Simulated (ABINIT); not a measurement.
## BN (Qingsongite): a self-consistent loop beyond G0W0, cycle by cycle

Aim: iterate the self-energy on BN (Qingsongite) and follow the gap from cycle to cycle.

Main program and level: ABINIT 10.8.3; LDA and many-body steps on it, plane waves.

Report form: the programs' logs are mostly left out.

## 1. The starting structure

The structure is cubic, space group F-43m (No. 216). The conventional cell has a = 3.615 Å, b = 3.615 Å, c = 3.615 Å, α = 90.00°, β = 90.00°, γ = 90.00°. Nearest to B lie 4 N at 1.57 Å. Nearest to N lie 4 B at 1.57 Å. Farther neighbours and most contacts between anions are not listed.

The cell and positions come from the Crystallography Open Database and are kept as given unless a step says otherwise.

## 2. Empty states on the mesh, 6×6×6 mesh, 42 bands

This step: ABINIT 10.8.3; DFT, LDA, plane waves, norm-conserving pseudopotentials.

The sums over transitions need many empty states on a uniform mesh; this step solves for them.

The input, run.abi:

```
acell 3*1.0 Angstrom
rprim 
  -0.000000000000 1.807500000000 1.807500000000
  1.807500000000 0.000000000000 1.807500000000
  1.807500000000 1.807500000000 -0.000000000000
ntypat 2
znucl 5 7
natom 2
typat 1 2
xred 
  0.000000000000 0.000000000000 0.000000000000
  0.250000000000 0.250000000000 0.250000000000
pp_dirpath "pseudos"
pseudos "B.upf, N.upf"
ecut 36
ngkpt 6 6 6
nshiftk 1
shiftk 0 0 0
kptopt 1
chksymbreak 0
irdden 1
istwfk *1
nband 42
prtvol 0
optdriver 6
gwr_task "HDIAGO"
paral_kgb 0
occopt 1
indata_prefix "in"
outdata_prefix "out"
tmpdata_prefix "tmp"
```

Command:

```console
OMP_NUM_THREADS=1 mpirun -n 4 abinit run.abi > log
```

It took 8.5 s on 4 MPI ranks of Arm Neoverse N1, shared host; peak memory 0.37 GiB; 33 s of CPU time.

This step gave:

* gap: 4.420 eV
* k of the valence top: 0, 0, 0
* k of the conduction bottom: 0.5, 0.5, 0
* least direct gap: 8.748 eV
* k points computed: 16
* lowest point of the top converged band, above the valence top: 88.6161 eV

On this mesh the gap is 4.420 eV.

The density comes from a self-consistent run that is not shown.

## 3. Screening, 6×6×6 mesh, 34 bands, screening to 130.6 eV

The RPA dielectric matrix is built and inverted for each q.

This step: RPA screening on LDA, plane waves, norm-conserving pseudopotentials.

run.abi, as its differences from that of step 2:

```diff
@@ -20,10 +20,11 @@
 chksymbreak 0
-irdden 1
 istwfk *1
-nband 42
-prtvol 0
-optdriver 6
-gwr_task "HDIAGO"
-paral_kgb 0
 occopt 1
+irdwfk 1
+optdriver 3
+nband 34
+ecuteps 4.8
+inclvkb 2
+awtr 1
+symchi 1
 indata_prefix "in"
```

The job ended after 11 s (4 MPI ranks; peak memory 0.32 GiB).

This step gave:

```yaml
eps_infinity_with_local_fields_on_this_mesh_along_the_program_s_q_direction: 4.469
the_same_without_local_fields: 4.788
plasma_frequency: 30.56 eV
plane_waves_in_the_screening_matrix: 51
```

Local fields lower ε∞ by 7 %. On a Γ-centred mesh this coarse the value itself is usually too large, while a short band sum pulls it down.

## 4. G0W0

The self-energy is evaluated for the states that the input lists, and the levels follow from it, in one-shot runs by the linearised quasiparticle equation.

This step: G0W0 on LDA, plane waves, norm-conserving pseudopotentials.

run.abi, as its differences from that of step 3:

```diff
@@ -23,8 +23,17 @@
 irdwfk 1
-optdriver 3
+optdriver 4
 nband 34
+gwcalctyp 0
+ecutsigx 36
+symsigma 1
+nkptgw 2
+kptgw 
+  0.0000000000 0.0000000000 0.0000000000
+  0.5000000000 0.5000000000 0.0000000000
+bdgw 
+  2 7
+  3 6
 ecuteps 4.8
-inclvkb 2
-awtr 1
-symchi 1
+irdscr 1
+ppmodel 1
 indata_prefix "in"
```

Elapsed: 3.4 s, on 4 MPI ranks; peak memory 0.33 GiB; 13 s of CPU time.

This step gave:

| Quantity | Value |
| --- | --- |
| G0W0 gap on the points computed | 6.039 eV |
| starting gap on the mesh | 4.420 eV |
| k of the valence top | 0, 0, 0 |
| k of the conduction bottom | 0.5, 0.5, 0 |
| Z at the valence top | 0.829 |
| Z at the conduction bottom | 0.854 |
| least direct G0W0 gap on the computed points | 10.83 eV |

The gap on the mesh goes from 4.42 eV to 6.04 eV, a correction of +1.62 eV.

## 5. evGW0, cycle 1

This step: evGW0 on LDA, plane waves, norm-conserving pseudopotentials.

run.abi, as its differences from that of step 4:

```diff
@@ -25,12 +25,40 @@
 nband 34
-gwcalctyp 0
+gwcalctyp 10
 ecutsigx 36
 symsigma 1
-nkptgw 2
+nkptgw 16
 kptgw 
   0.0000000000 0.0000000000 0.0000000000
+  0.1666666667 0.0000000000 0.0000000000
+  0.3333333333 0.0000000000 0.0000000000
+  0.5000000000 0.0000000000 0.0000000000
+  0.1666666667 0.1666666667 0.0000000000
+  0.3333333333 0.1666666667 0.0000000000
+  0.5000000000 0.1666666667 0.0000000000
+  -0.3333333333 0.1666666667 0.0000000000
+  -0.1666666667 0.1666666667 0.0000000000
+  0.3333333333 0.3333333333 0.0000000000
+  0.5000000000 0.3333333333 0.0000000000
+  -0.3333333333 0.3333333333 0.0000000000
   0.5000000000 0.5000000000 0.0000000000
+  0.5000000000 0.3333333333 0.1666666667
+  -0.3333333333 0.3333333333 0.1666666667
+  -0.3333333333 0.5000000000 0.1666666667
 bdgw 
-  2 7
-  3 6
+  1 8
+  1 8
+  1 8
+  1 8
+  1 8
+  1 8
+  1 8
+  1 8
+  1 8
+  1 8
+  1 8
+  1 8
+  1 8
+  1 8
+  1 8
+  1 8
 ecuteps 4.8
```

The job ended after 38 s (4 MPI ranks; peak memory 0.47 GiB).

Numbers from this step:

| Item | Value |
| --- | --- |
| quasiparticle gap on the mesh | 6.337 eV |
| gap of the density functional on the mesh | 4.420 eV |
| k of the valence top | 0, 0, 0 |
| k of the conduction bottom | 0.5, 0.5, 0 |
| Z at the valence top | 0.829 |
| Z at the conduction bottom | 0.854 |
| least direct quasiparticle gap on the computed points | 11.23 eV |

Against G0W0 in ABINIT (6×6×6 mesh, 34 bands, screening to 130.6 eV, Godby-Needs plasmon pole), the gap moves by +0.298 eV. This first cycle still uses the starting levels; it takes the full correction, at all points of the mesh, and its linearised value is 6.039 eV.

## 6. evGW0, cycle 2

The corrected levels of the last cycle go back in.

run.abi, as its differences from that of step 5:

```diff
@@ -66,2 +66,3 @@
 ppmodel 1
+irdqps 1
 indata_prefix "in"
```

It took 39 s on 4 MPI ranks; peak memory 0.47 GiB; 2.6 min of CPU time.

Numbers from this step:

| Quantity | Value |
| --- | --- |
| quasiparticle gap on the mesh | 6.257 eV |
| gap of the density functional on the mesh | 4.420 eV |
| k of the valence top | 0, 0, 0 |
| k of the conduction bottom | 0.5, 0.5, 0 |
| least direct quasiparticle gap on the computed points | 11.10 eV |

Against the cycle before, the gap moves by −0.080 eV.

## 7. evGW0, cycle 3

run.abi is that of step 6.

Elapsed: 38 s, on 4 MPI ranks; peak memory 0.47 GiB.

Numbers from this step:

```yaml
quasiparticle_gap_on_the_mesh: 6.257 eV
gap_of_the_density_functional_on_the_mesh: 4.420 eV
k_of_the_valence_top: 0, 0, 0
k_of_the_conduction_bottom: 0.5, 0.5, 0
least_direct_quasiparticle_gap_on_the_computed_points: 11.11 eV
```

Against the cycle before, the gap moves by +0.000 eV.

## 8. Screening, 6×6×6 mesh, 34 bands, screening to 130.6 eV

This step: RPA screening on LDA, plane waves, norm-conserving pseudopotentials.

The input, run.abi:

```
acell 3*1.0 Angstrom
rprim 
  -0.000000000000 1.807500000000 1.807500000000
  1.807500000000 0.000000000000 1.807500000000
  1.807500000000 1.807500000000 -0.000000000000
ntypat 2
znucl 5 7
natom 2
typat 1 2
xred 
  0.000000000000 0.000000000000 0.000000000000
  0.250000000000 0.250000000000 0.250000000000
pp_dirpath "pseudos"
pseudos "B.upf, N.upf"
ecut 36
ngkpt 6 6 6
nshiftk 1
shiftk 0 0 0
kptopt 1
chksymbreak 0
istwfk *1
occopt 1
irdwfk 1
optdriver 3
nband 34
ecuteps 4.8
inclvkb 2
awtr 1
symchi 1
gwcalctyp 10
mbpt_sciss 2.479 eV
nqptdm 1
qptdm 
  0 0 0
indata_prefix "in"
outdata_prefix "out"
tmpdata_prefix "tmp"
```

Wall time 2.8 s (4 MPI ranks); peak memory 0.09 GiB.

Numbers from this step:

```
ε∞ with local fields, on this mesh, along the program's q direction : 3.929
the same without local fields                                       : 4.168
plasma frequency                                                    : 30.56 eV
plane waves in the screening matrix                                 : 51
```

This screening uses the functional's bands under a rigid shift, the mean opening of the cycle before.

## 9. Screening, 6×6×6 mesh, 34 bands, screening to 130.6 eV

This step: RPA screening on LDA from quasiparticle energies, plane waves, norm-conserving pseudopotentials.

run.abi, as its differences from that of step 8:

```diff
@@ -29,7 +29,21 @@
 symchi 1
+irdqps 1
 gwcalctyp 10
-mbpt_sciss 2.479 eV
-nqptdm 1
+nqptdm 15
 qptdm 
-  0 0 0
+  0.1666666667 0.0000000000 0.0000000000
+  0.3333333333 0.0000000000 0.0000000000
+  0.5000000000 0.0000000000 0.0000000000
+  0.1666666667 0.1666666667 0.0000000000
+  0.3333333333 0.1666666667 0.0000000000
+  0.5000000000 0.1666666667 0.0000000000
+  -0.3333333333 0.1666666667 0.0000000000
+  -0.1666666667 0.1666666667 0.0000000000
+  0.3333333333 0.3333333333 0.0000000000
+  0.5000000000 0.3333333333 0.0000000000
+  -0.3333333333 0.3333333333 0.0000000000
+  0.5000000000 0.5000000000 0.0000000000
+  0.5000000000 0.3333333333 0.1666666667
+  -0.3333333333 0.3333333333 0.1666666667
+  -0.3333333333 0.5000000000 0.1666666667
 indata_prefix "in"
```

The input, mrgscr.stdin:

```
2
merged
q0_SCR
out_SCR
1
```

Command:

```console
OMP_NUM_THREADS=1 mpirun -n 4 abinit run.abi > log; mrgscr < mrgscr.stdin
```

Elapsed: 10 s, on 4 MPI ranks; peak memory 0.32 GiB.

Numbers from this step:

```
plasma frequency                    : 30.56 eV
plane waves in the screening matrix : 51
```

This screening reads the quasiparticle levels of the cycle before.

## 10. evGW, cycle 1

This step: evGW on LDA, plane waves, norm-conserving pseudopotentials.

run.abi, as its differences from that of step 9:

```diff
@@ -23,12 +23,10 @@
 irdwfk 1
-optdriver 3
+optdriver 4
 nband 34
-ecuteps 4.8
-inclvkb 2
-awtr 1
-symchi 1
-irdqps 1
 gwcalctyp 10
-nqptdm 15
-qptdm 
+ecutsigx 36
+symsigma 1
+nkptgw 16
+kptgw 
+  0.0000000000 0.0000000000 0.0000000000
   0.1666666667 0.0000000000 0.0000000000
@@ -48,2 +46,23 @@
   -0.3333333333 0.5000000000 0.1666666667
+bdgw 
+  1 8
+  1 8
+  1 8
+  1 8
+  1 8
+  1 8
+  1 8
+  1 8
+  1 8
+  1 8
+  1 8
+  1 8
+  1 8
+  1 8
+  1 8
+  1 8
+ecuteps 4.8
+irdscr 1
+ppmodel 1
+irdqps 1
 indata_prefix "in"
```

Command:

```console
OMP_NUM_THREADS=1 mpirun -n 4 abinit run.abi > log
```

It took 38 s on 4 MPI ranks; peak memory 0.47 GiB.

This step gave:

* quasiparticle gap on the mesh: 6.592 eV
* gap of the density functional on the mesh: 4.420 eV
* k of the valence top: 0, 0, 0
* k of the conduction bottom: 0.5, 0.5, 0
* least direct quasiparticle gap on the computed points: 11.49 eV

Against G0W0 in ABINIT (6×6×6 mesh, 34 bands, screening to 130.6 eV, Godby-Needs plasmon pole), the gap moves by +0.553 eV.

## 11. Screening, 6×6×6 mesh, 34 bands, screening to 130.6 eV

This step: RPA screening on LDA, plane waves, norm-conserving pseudopotentials.

The input, run.abi:

```
acell 3*1.0 Angstrom
rprim 
  -0.000000000000 1.807500000000 1.807500000000
  1.807500000000 0.000000000000 1.807500000000
  1.807500000000 1.807500000000 -0.000000000000
ntypat 2
znucl 5 7
natom 2
typat 1 2
xred 
  0.000000000000 0.000000000000 0.000000000000
  0.250000000000 0.250000000000 0.250000000000
pp_dirpath "pseudos"
pseudos "B.upf, N.upf"
ecut 36
ngkpt 6 6 6
nshiftk 1
shiftk 0 0 0
kptopt 1
chksymbreak 0
istwfk *1
occopt 1
irdwfk 1
optdriver 3
nband 34
ecuteps 4.8
inclvkb 2
awtr 1
symchi 1
gwcalctyp 10
mbpt_sciss 2.894 eV
nqptdm 1
qptdm 
  0 0 0
indata_prefix "in"
outdata_prefix "out"
tmpdata_prefix "tmp"
```

Run time: 2.8 s. Hardware: 4 MPI ranks; peak memory 0.09 GiB; 11 s of CPU time.

Numbers from this step:

* ε∞ with local fields, on this mesh, along the program's q direction: 3.856
* the same without local fields: 4.085
* plasma frequency: 30.56 eV
* plane waves in the screening matrix: 51

This screening uses the functional's bands under a rigid shift, the mean opening of the cycle before.

## 12. Screening, 6×6×6 mesh, 34 bands, screening to 130.6 eV

This step: RPA screening on LDA from quasiparticle energies, plane waves, norm-conserving pseudopotentials.

run.abi, as its differences from that of step 11:

```diff
@@ -29,7 +29,21 @@
 symchi 1
+irdqps 1
 gwcalctyp 10
-mbpt_sciss 2.894 eV
-nqptdm 1
+nqptdm 15
 qptdm 
-  0 0 0
+  0.1666666667 0.0000000000 0.0000000000
+  0.3333333333 0.0000000000 0.0000000000
+  0.5000000000 0.0000000000 0.0000000000
+  0.1666666667 0.1666666667 0.0000000000
+  0.3333333333 0.1666666667 0.0000000000
+  0.5000000000 0.1666666667 0.0000000000
+  -0.3333333333 0.1666666667 0.0000000000
+  -0.1666666667 0.1666666667 0.0000000000
+  0.3333333333 0.3333333333 0.0000000000
+  0.5000000000 0.3333333333 0.0000000000
+  -0.3333333333 0.3333333333 0.0000000000
+  0.5000000000 0.5000000000 0.0000000000
+  0.5000000000 0.3333333333 0.1666666667
+  -0.3333333333 0.3333333333 0.1666666667
+  -0.3333333333 0.5000000000 0.1666666667
 indata_prefix "in"
```

mrgscr.stdin is that of step 9.

Command:

```console
OMP_NUM_THREADS=1 mpirun -n 4 abinit run.abi > log; mrgscr < mrgscr.stdin
```

It took 11 s on 4 MPI ranks; peak memory 0.32 GiB.

Numbers from this step:

* plasma frequency: 30.56 eV
* plane waves in the screening matrix: 51

This screening reads the quasiparticle levels of the cycle before.

## 13. evGW, cycle 2

This step: evGW on LDA, plane waves, norm-conserving pseudopotentials.

run.abi, as its differences from that of step 12:

```diff
@@ -23,12 +23,10 @@
 irdwfk 1
-optdriver 3
+optdriver 4
 nband 34
-ecuteps 4.8
-inclvkb 2
-awtr 1
-symchi 1
-irdqps 1
 gwcalctyp 10
-nqptdm 15
-qptdm 
+ecutsigx 36
+symsigma 1
+nkptgw 16
+kptgw 
+  0.0000000000 0.0000000000 0.0000000000
   0.1666666667 0.0000000000 0.0000000000
@@ -48,2 +46,23 @@
   -0.3333333333 0.5000000000 0.1666666667
+bdgw 
+  1 8
+  1 8
+  1 8
+  1 8
+  1 8
+  1 8
+  1 8
+  1 8
+  1 8
+  1 8
+  1 8
+  1 8
+  1 8
+  1 8
+  1 8
+  1 8
+ecuteps 4.8
+irdscr 1
+ppmodel 1
+irdqps 1
 indata_prefix "in"
```

Command:

```console
OMP_NUM_THREADS=1 mpirun -n 4 abinit run.abi > log
```

It took 38 s on 4 MPI ranks; peak memory 0.47 GiB.

Numbers from this step:

| Property | Result |
| --- | --- |
| quasiparticle gap on the mesh | 6.629 eV |
| gap of the density functional on the mesh | 4.420 eV |
| k of the valence top | 0, 0, 0 |
| k of the conduction bottom | 0.5, 0.5, 0 |
| least direct quasiparticle gap on the computed points | 11.53 eV |

Against the cycle before, the gap moves by +0.037 eV.

## 14. Screening, 6×6×6 mesh, 34 bands, screening to 130.6 eV

This step: RPA screening on LDA, plane waves, norm-conserving pseudopotentials.

The input, run.abi:

```
acell 3*1.0 Angstrom
rprim 
  -0.000000000000 1.807500000000 1.807500000000
  1.807500000000 0.000000000000 1.807500000000
  1.807500000000 1.807500000000 -0.000000000000
ntypat 2
znucl 5 7
natom 2
typat 1 2
xred 
  0.000000000000 0.000000000000 0.000000000000
  0.250000000000 0.250000000000 0.250000000000
pp_dirpath "pseudos"
pseudos "B.upf, N.upf"
ecut 36
ngkpt 6 6 6
nshiftk 1
shiftk 0 0 0
kptopt 1
chksymbreak 0
istwfk *1
occopt 1
irdwfk 1
optdriver 3
nband 34
ecuteps 4.8
inclvkb 2
awtr 1
symchi 1
gwcalctyp 10
mbpt_sciss 2.940 eV
nqptdm 1
qptdm 
  0 0 0
indata_prefix "in"
outdata_prefix "out"
tmpdata_prefix "tmp"
```

The job ended after 2.8 s (4 MPI ranks; peak memory 0.09 GiB).

This step gave:

```
ε∞ with local fields, on this mesh, along the program's q direction : 3.848
the same without local fields                                       : 4.076
plasma frequency                                                    : 30.56 eV
plane waves in the screening matrix                                 : 51
```

This screening uses the functional's bands under a rigid shift, the mean opening of the cycle before.

## 15. Screening, 6×6×6 mesh, 34 bands, screening to 130.6 eV

This step: RPA screening on LDA from quasiparticle energies, plane waves, norm-conserving pseudopotentials.

run.abi, as its differences from that of step 14:

```diff
@@ -29,7 +29,21 @@
 symchi 1
+irdqps 1
 gwcalctyp 10
-mbpt_sciss 2.940 eV
-nqptdm 1
+nqptdm 15
 qptdm 
-  0 0 0
+  0.1666666667 0.0000000000 0.0000000000
+  0.3333333333 0.0000000000 0.0000000000
+  0.5000000000 0.0000000000 0.0000000000
+  0.1666666667 0.1666666667 0.0000000000
+  0.3333333333 0.1666666667 0.0000000000
+  0.5000000000 0.1666666667 0.0000000000
+  -0.3333333333 0.1666666667 0.0000000000
+  -0.1666666667 0.1666666667 0.0000000000
+  0.3333333333 0.3333333333 0.0000000000
+  0.5000000000 0.3333333333 0.0000000000
+  -0.3333333333 0.3333333333 0.0000000000
+  0.5000000000 0.5000000000 0.0000000000
+  0.5000000000 0.3333333333 0.1666666667
+  -0.3333333333 0.3333333333 0.1666666667
+  -0.3333333333 0.5000000000 0.1666666667
 indata_prefix "in"
```

mrgscr.stdin is that of step 12.

Command:

```console
OMP_NUM_THREADS=1 mpirun -n 4 abinit run.abi > log; mrgscr < mrgscr.stdin
```

Elapsed: 10 s, on 4 MPI ranks; peak memory 0.32 GiB.

Numbers from this step:

```
plasma frequency                    : 30.56 eV
plane waves in the screening matrix : 51
```

This screening reads the quasiparticle levels of the cycle before.

## 16. evGW, cycle 3

This step: evGW on LDA, plane waves, norm-conserving pseudopotentials.

run.abi, as its differences from that of step 15:

```diff
@@ -23,12 +23,10 @@
 irdwfk 1
-optdriver 3
+optdriver 4
 nband 34
-ecuteps 4.8
-inclvkb 2
-awtr 1
-symchi 1
-irdqps 1
 gwcalctyp 10
-nqptdm 15
-qptdm 
+ecutsigx 36
+symsigma 1
+nkptgw 16
+kptgw 
+  0.0000000000 0.0000000000 0.0000000000
   0.1666666667 0.0000000000 0.0000000000
@@ -48,2 +46,23 @@
   -0.3333333333 0.5000000000 0.1666666667
+bdgw 
+  1 8
+  1 8
+  1 8
+  1 8
+  1 8
+  1 8
+  1 8
+  1 8
+  1 8
+  1 8
+  1 8
+  1 8
+  1 8
+  1 8
+  1 8
+  1 8
+ecuteps 4.8
+irdscr 1
+ppmodel 1
+irdqps 1
 indata_prefix "in"
```

Command:

```console
OMP_NUM_THREADS=1 mpirun -n 4 abinit run.abi > log
```

It took 38 s on 4 MPI ranks; peak memory 0.47 GiB.

Numbers from this step:

```
quasiparticle gap on the mesh                         : 6.634 eV
gap of the density functional on the mesh             : 4.420 eV
k of the valence top                                  : 0, 0, 0
k of the conduction bottom                            : 0.5, 0.5, 0
least direct quasiparticle gap on the computed points : 11.54 eV
```

Against the cycle before, the gap moves by +0.005 eV.

## 17. The runs together

Times are wall times on 4 MPI ranks of Arm Neoverse N1, shared host, good to a factor of about two. A run's time includes the screening step that it read.

| run | mesh | bands | screening cutoff (eV) | DFT gap (eV) | gap on the mesh (eV) | direct (eV) | ε∞ used | time |
| --- | --- | --- | --- | --- | --- | --- | --- | --- |
| G0W0 | 6×6×6 | 34 | 130.6 | 4.420 | 6.039 | 10.830 | 4.47 | 14 s |
| evGW0, cycle 1 | 6×6×6 | 34 | 130.6 | 4.420 | 6.337 | 11.231 | 4.47 | 49 s |
| evGW0, cycle 2 | 6×6×6 | 34 | 130.6 | 4.420 | 6.257 | 11.101 | 4.47 | 50 s |
| evGW0, cycle 3 | 6×6×6 | 34 | 130.6 | 4.420 | 6.257 | 11.105 | 4.47 | 49 s |
| evGW, cycle 1 | 6×6×6 | 34 | 130.6 | 4.420 | 6.592 | 11.489 | 3.93 | 51 s |
| evGW, cycle 2 | 6×6×6 | 34 | 130.6 | 4.420 | 6.629 | 11.531 | 3.86 | 52 s |
| evGW, cycle 3 | 6×6×6 | 34 | 130.6 | 4.420 | 6.634 | 11.536 | 3.85 | 51 s |

## 18. What came out

| Quantity | Value |
| --- | --- |
| G0W0 | 6.039 eV |
| evGW0, cycle 1 | 6.337 eV |
| evGW0, cycle 2 | 6.257 eV |
| evGW0, cycle 3 | 6.257 eV |
| evGW, cycle 1 | 6.592 eV |
| evGW, cycle 2 | 6.629 eV |
| evGW, cycle 3 | 6.634 eV |
| known limits | not at the basis limit; coarse k mesh |

**Reading.** Only the bands that the input lists are updated; the others, empty or deep, keep the functional's energies or take a rigid shift. The evGW loop starts from the last levels of evGW0, so its cycles and time come on top of those. evGW0 ends at 6.26 eV, +0.22 eV from G0W0, after 3 cycles that took 1.9 min beside the first screening; the last moved the gap by 0.000 eV. evGW ends at 6.63 eV, +0.59 eV from G0W0, after 3 cycles that took 2.6 min beside the first screening; the last moved the gap by 0.005 eV. The first cycle of evGW0 takes the full correction, without the factor Z, so it overshoots the one-shot value. Bands and cutoff are finite, so the gap is not at the basis limit. The miss can reach some tenths of an eV and take either sign; the mesh is an error of its own. The 6×6×6 mesh is coarse for this cell, which bears on the long-range parts of exchange and screening. In the updated screening the q = 0 part is built from Kohn-Sham bands under a rigid shift, the other q from the quasiparticle levels.

[Paths, hosts, dates, memory and timing lines, banners, echoed tables and standing remarks are left out of the program output.]

[Logs are printed without paths, hosts, clocks, repeated set-up lines and the standing remarks that a program may print on its own settings, such as how far it seeks lower states.]

[Runs of the session that timed out or met a known fault of the program may be left out.]

[Hosts, paths, dates, database ids (printed as entryN), source tags and the programs' standing remarks are cut or masked in the printed files.]

[G0W0 gaps are taken among the corrected bands and points alone; a level outside them can change the order at an edge.]

[Where Ansatz stands beside ABINIT at settings called matched, ABINIT's density can come from a denser mesh and the files from another edition; pairs whose starting gaps differed by over 0.03 eV were left out, so agreement reads better than it is.]
